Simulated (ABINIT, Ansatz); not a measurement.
**How the form of the self-energy moves the gap of ScHO2 (R-3m)**

Wanted: the gap of ScHO2 (R-3m) under several approximations, with cost.

Calculated with ABINIT 10.8.3; PBEsol and many-body steps on it, plane waves.

Most raw output is cut from this account.

**1. Starting point**

The structure is trigonal, space group R-3m (No. 166). Conventional cell: a = 3.233 Å, b = 3.233 Å, c = 13.593 Å, α = 90.00°, β = 90.00°, γ = 120.00°. Nearest to Sc lie 6 O at 2.14 Å. H has 2 O at 1.22 Å nearest. O has 1 H at 1.22 Å and 3 Sc at 2.14 Å nearest. Farther neighbours and most contacts between anions are not listed.

The cell and positions are those that the Materials Project relaxed with its own functionals (PBE, PBE+U or r2SCAN), kept fixed.

**2. Empty states on the mesh, 4×4×4 mesh, 142 bands**

This step: ABINIT 10.8.3; DFT, PBEsol, plane waves, norm-conserving pseudopotentials.

The sums over transitions need many empty states on a uniform mesh; this step solves for them.

File run.abi:

```
acell 3*1.0 Angstrom
rprim 
  1.616589043500 0.933338119408 4.530924155205
  -1.616589043500 0.933338119408 4.530924155205
  0.000000000000 -1.866676238893 4.530924155189
ntypat 3
znucl 21 1 8
natom 4
typat 1 2 3 3
xred 
  0.000000000000 0.000000000000 0.000000000000
  0.500000000000 0.500000000000 0.500000000000
  0.589701000000 0.589701000000 0.589701000000
  0.410299000000 0.410299000000 0.410299000000
pp_dirpath "pseudos"
pseudos "Sc.upf, H.upf, O.upf"
ecut 36
ngkpt 4 4 4
nshiftk 1
shiftk 0 0 0
kptopt 1
chksymbreak 0
irdden 1
istwfk *1
nband 142
prtvol 0
optdriver 6
gwr_task "HDIAGO"
paral_kgb 0
occopt 1
indata_prefix "in"
outdata_prefix "out"
tmpdata_prefix "tmp"
```

On the command line:

```sh
$ OMP_NUM_THREADS=1 mpirun -n 4 abinit run.abi > log
```

Wall time 2.2 min (4 MPI ranks of Arm Neoverse N1, shared host); peak memory 2 GiB; 8.6 min of CPU time.

This step gave:

```yaml
gap: 4.075 eV
k_of_the_valence_top: 0.5, 0.5, 0.5
k_of_the_conduction_bottom: 0.5, 0.5, 0
least_direct_gap: 4.632 eV
k_points_computed: 13
lowest_point_of_the_top_converged_band_above_the_valence_top: 109.4652 eV
```

On this mesh the gap is 4.075 eV.

The density comes from a self-consistent run that is not shown.

**3. Screening, 4×4×4 mesh, 61 bands, screening to 141.5 eV**

The RPA dielectric matrix is built and inverted for each q.

This step: RPA screening on PBEsol, plane waves, norm-conserving pseudopotentials.

run.abi, as its differences from that of step 2:

```diff
@@ -22,10 +22,11 @@
 chksymbreak 0
-irdden 1
 istwfk *1
-nband 142
-prtvol 0
-optdriver 6
-gwr_task "HDIAGO"
-paral_kgb 0
 occopt 1
+irdwfk 1
+optdriver 3
+nband 61
+ecuteps 5.2
+inclvkb 2
+awtr 1
+symchi 1
 indata_prefix "in"
```

Run time: 1.7 min. Hardware: 4 MPI ranks; peak memory 1.3 GiB.

This step gave:

* ε∞ with local fields, on this mesh, along the program's q direction: 3.921
* the same without local fields: 4.271
* plasma frequency: 28.40 eV
* plane waves in the screening matrix: 159

Local fields lower ε∞ by 8 %.

**4. G0W0, Godby-Needs plasmon pole**

The self-energy is evaluated for the states that the input lists, and the levels follow from it, in one-shot runs by the linearised quasiparticle equation.

This step: G0W0 on PBEsol, plane waves, norm-conserving pseudopotentials.

run.abi, as its differences from that of step 3:

```diff
@@ -25,8 +25,21 @@
 irdwfk 1
-optdriver 3
+optdriver 4
 nband 61
+gwcalctyp 0
+ecutsigx 36
+symsigma 1
+nkptgw 4
+kptgw 
+  0.5000000000 0.5000000000 0.5000000000
+  0.5000000000 0.5000000000 0.0000000000
+  0.2500000000 0.2500000000 0.0000000000
+  0.0000000000 0.0000000000 0.0000000000
+bdgw 
+  11 14
+  11 14
+  11 14
+  10 15
 ecuteps 5.2
-inclvkb 2
-awtr 1
-symchi 1
+irdscr 1
+ppmodel 1
 indata_prefix "in"
```

Elapsed: 27 s, on 4 MPI ranks; peak memory 1.1 GiB.

This step gave:

```
G0W0 gap on the mesh                         : 6.629 eV
starting gap on the mesh                     : 4.075 eV
k of the valence top                         : 0, 0, 0
k of the conduction bottom                   : 0.5, 0.5, 0
Z at the valence top                         : 0.793
Z at the conduction bottom                   : 0.817
least direct G0W0 gap on the computed points : 7.159 eV
```

The gap on the mesh goes from 4.08 eV to 6.63 eV, a correction of +2.55 eV.

**5. G0W0, von der Linden-Horsch plasmon pole**

run.abi, as its differences from that of step 4:

```diff
@@ -43,3 +43,3 @@
 irdscr 1
-ppmodel 1
+ppmodel 3
 indata_prefix "in"
```

Wall time 18 s (4 MPI ranks); peak memory 1 GiB.

This step gave:

```yaml
g0w0_gap_on_the_mesh: 6.798 eV
starting_gap_on_the_mesh: 4.075 eV
k_of_the_valence_top: 0, 0, 0
k_of_the_conduction_bottom: 0.5, 0.5, 0
z_at_the_valence_top: 0.863
z_at_the_conduction_bottom: 0.881
least_direct_g0w0_gap_on_the_computed_points: 7.333 eV
```

Against G0W0 in ABINIT (4×4×4 mesh, 61 bands, screening to 141.5 eV, Godby-Needs plasmon pole), the gap moves by +0.169 eV.

**6. G0W0, Engel-Farid plasmon pole**

run.abi, as its differences from that of step 5:

```diff
@@ -43,3 +43,3 @@
 irdscr 1
-ppmodel 3
+ppmodel 4
 indata_prefix "in"
```

Wall time 18 s (4 MPI ranks); peak memory 1 GiB.

Numbers from this step:

| Property | Result |
| --- | --- |
| G0W0 gap on the mesh | 6.710 eV |
| starting gap on the mesh | 4.075 eV |
| k of the valence top | 0, 0, 0 |
| k of the conduction bottom | 0.5, 0.5, 0 |
| least direct G0W0 gap on the computed points | 7.243 eV |

Against G0W0 in ABINIT (4×4×4 mesh, 61 bands, screening to 141.5 eV, Godby-Needs plasmon pole), the gap moves by +0.081 eV.

**7. One-shot COHSEX**

This step: one-shot COHSEX on PBEsol, plane waves, norm-conserving pseudopotentials.

run.abi, as its differences from that of step 6:

```diff
@@ -27,3 +27,3 @@
 nband 61
-gwcalctyp 0
+gwcalctyp 7
 ecutsigx 36
@@ -43,3 +43,2 @@
 irdscr 1
-ppmodel 4
 indata_prefix "in"
```

Run time: 10 s. Hardware: 4 MPI ranks; peak memory 0.91 GiB.

Numbers from this step:

- quasiparticle gap on the mesh: 7.449 eV
- starting gap on the mesh: 4.075 eV
- k of the valence top: 0, 0, 0
- k of the conduction bottom: 0.5, 0.5, 0
- least direct quasiparticle gap on the computed points: 8.113 eV

Against G0W0 in ABINIT (4×4×4 mesh, 61 bands, screening to 141.5 eV, Godby-Needs plasmon pole), the gap moves by +0.820 eV.

**8. One-shot Hartree-Fock**

This step: one-shot Hartree-Fock on PBEsol, plane waves, norm-conserving pseudopotentials.

run.abi, as its differences from that of step 7:

```diff
@@ -26,4 +26,4 @@
 optdriver 4
-nband 61
-gwcalctyp 7
+nband 16
+gwcalctyp 5
 ecutsigx 36
@@ -41,4 +41,4 @@
   10 15
-ecuteps 5.2
-irdscr 1
+ixc_sigma 40
+fftgw 31
 indata_prefix "in"
```

Elapsed: 8.5 s, on 4 MPI ranks; peak memory 0.88 GiB.

This step gave:

* quasiparticle gap on the mesh: 16.08 eV
* starting gap on the mesh: 4.075 eV
* k of the valence top: 0, 0, 0
* k of the conduction bottom: 0.5, 0.5, 0
* least direct quasiparticle gap on the computed points: 16.80 eV

Against G0W0 in ABINIT (4×4×4 mesh, 61 bands, screening to 141.5 eV, Godby-Needs plasmon pole), the gap moves by +9.450 eV.

**9. Screening, 4×4×4 mesh, 61 bands, screening to 141.5 eV**

This step: RPA screening on PBEsol, plane waves, norm-conserving pseudopotentials.

run.abi, as its differences from that of step 8:

```diff
@@ -25,20 +25,14 @@
 irdwfk 1
-optdriver 4
-nband 16
-gwcalctyp 5
-ecutsigx 36
-symsigma 1
-nkptgw 4
-kptgw 
-  0.5000000000 0.5000000000 0.5000000000
-  0.5000000000 0.5000000000 0.0000000000
-  0.2500000000 0.2500000000 0.0000000000
-  0.0000000000 0.0000000000 0.0000000000
-bdgw 
-  11 14
-  11 14
-  11 14
-  10 15
-ixc_sigma 40
-fftgw 31
+optdriver 3
+nband 61
+ecuteps 5.2
+inclvkb 2
+awtr 1
+symchi 1
+gwcalctyp 2
+nfreqre 16
+freqremax 40 eV
+nfreqim 8
+spmeth 1
+nomegasf 120
 indata_prefix "in"
```

Wall time 2 min (4 MPI ranks); peak memory 1.5 GiB; 8 min of CPU time.

This step gave:

- ε∞ with local fields, on this mesh, along the program's q direction: 3.938
- the same without local fields: 4.290
- plasma frequency: 28.40 eV
- plane waves in the screening matrix: 159

**10. G0W0, contour deformation**

This step: G0W0 on PBEsol, plane waves, norm-conserving pseudopotentials.

run.abi, as its differences from that of step 9:

```diff
@@ -25,14 +25,20 @@
 irdwfk 1
-optdriver 3
+optdriver 4
 nband 61
+gwcalctyp 2
+ecutsigx 36
+symsigma 1
+nkptgw 4
+kptgw 
+  0.5000000000 0.5000000000 0.5000000000
+  0.5000000000 0.5000000000 0.0000000000
+  0.2500000000 0.2500000000 0.0000000000
+  0.0000000000 0.0000000000 0.0000000000
+bdgw 
+  11 14
+  11 14
+  11 14
+  10 15
 ecuteps 5.2
-inclvkb 2
-awtr 1
-symchi 1
-gwcalctyp 2
-nfreqre 16
-freqremax 40 eV
-nfreqim 8
-spmeth 1
-nomegasf 120
+irdscr 1
 indata_prefix "in"
```

Elapsed: 22 s, on 4 MPI ranks; peak memory 1.2 GiB; 86 s of CPU time.

Numbers from this step:

| Property | Result |
| --- | --- |
| G0W0 gap on the mesh | 6.608 eV |
| starting gap on the mesh | 4.075 eV |
| k of the valence top | 0, 0, 0 |
| k of the conduction bottom | 0.5, 0.5, 0 |
| least direct G0W0 gap on the computed points | 7.13 eV |

Against G0W0 in ABINIT (4×4×4 mesh, 61 bands, screening to 141.5 eV, Godby-Needs plasmon pole), the gap moves by −0.021 eV.

**11. Side by side**

Times are wall times on 4 MPI ranks of Arm Neoverse N1, shared host, good to a factor of about two. A run's time includes the screening step that it read.

```
                                     run   mesh  bands  screening cutoff (eV)  DFT gap (eV)  gap on the mesh (eV)  direct (eV)  ε∞ used     time
          G0W0, Godby-Needs plasmon pole  4×4×4     61                  141.5         4.075                 6.629        7.159     3.92  2.1 min
G0W0, von der Linden-Horsch plasmon pole  4×4×4     61                  141.5         4.075                 6.798        7.333     3.92    2 min
          G0W0, Engel-Farid plasmon pole  4×4×4     61                  141.5         4.075                 6.710        7.243     3.92    2 min
                         one-shot COHSEX  4×4×4     61                  141.5         4.075                 7.449        8.113     3.92  1.9 min
                   one-shot Hartree-Fock  4×4×4      -                      -         4.075                16.079       16.799        -    8.5 s
               G0W0, contour deformation  4×4×4     61                  141.5         4.075                 6.608        7.130     3.94  2.4 min
```

**12. What came out**

- G0W0, Godby-Needs plasmon pole: 6.629 eV
- G0W0, von der Linden-Horsch plasmon pole: 6.798 eV
- G0W0, Engel-Farid plasmon pole: 6.710 eV
- one-shot COHSEX: 7.449 eV
- one-shot Hartree-Fock: 16.079 eV
- G0W0, contour deformation: 6.608 eV
- known limits: not at the basis limit

What this shows: G0W0, von der Linden-Horsch plasmon pole: +0.169 eV against G0W0, Godby-Needs plasmon pole. G0W0, Engel-Farid plasmon pole: +0.081 eV against G0W0, Godby-Needs plasmon pole. One-shot COHSEX: +0.820 eV against G0W0, Godby-Needs plasmon pole. One-shot Hartree-Fock: +9.450 eV against G0W0, Godby-Needs plasmon pole. G0W0, contour deformation: −0.021 eV against G0W0, Godby-Needs plasmon pole. Bare exchange alone opens the gap to 16.08 eV; against G0W0, correlation takes back 9.45 eV. Static COHSEX lies above G0W0: it lacks the factor Z and overstates the Coulomb hole of the filled states. Bands and cutoff are finite, so the gap is not at the basis limit. The miss can reach some tenths of an eV and take either sign; the mesh is an error of its own. A denser mesh or path gives a starting gap of 3.96 eV: the GW mesh misses a band edge, so its gaps are not the fundamental one.

[Paths, hosts, dates, memory and timing lines, banners, echoed tables and standing remarks are left out of the program output.]

[Logs are printed without paths, hosts, clocks, repeated set-up lines and the standing remarks that a program may print on its own settings, such as how far it seeks lower states.]

[Runs of the session that timed out or met a known fault of the program may be left out.]

[Hosts, paths, dates, database ids (printed as entryN), source tags and the programs' standing remarks are cut or masked in the printed files.]

[G0W0 gaps are taken among the corrected bands and points alone; a level outside them can change the order at an edge.]

[Where Ansatz stands beside ABINIT at settings called matched, ABINIT's density can come from a denser mesh and the files from another edition; pairs whose starting gaps differed by over 0.03 eV were left out, so agreement reads better than it is.]
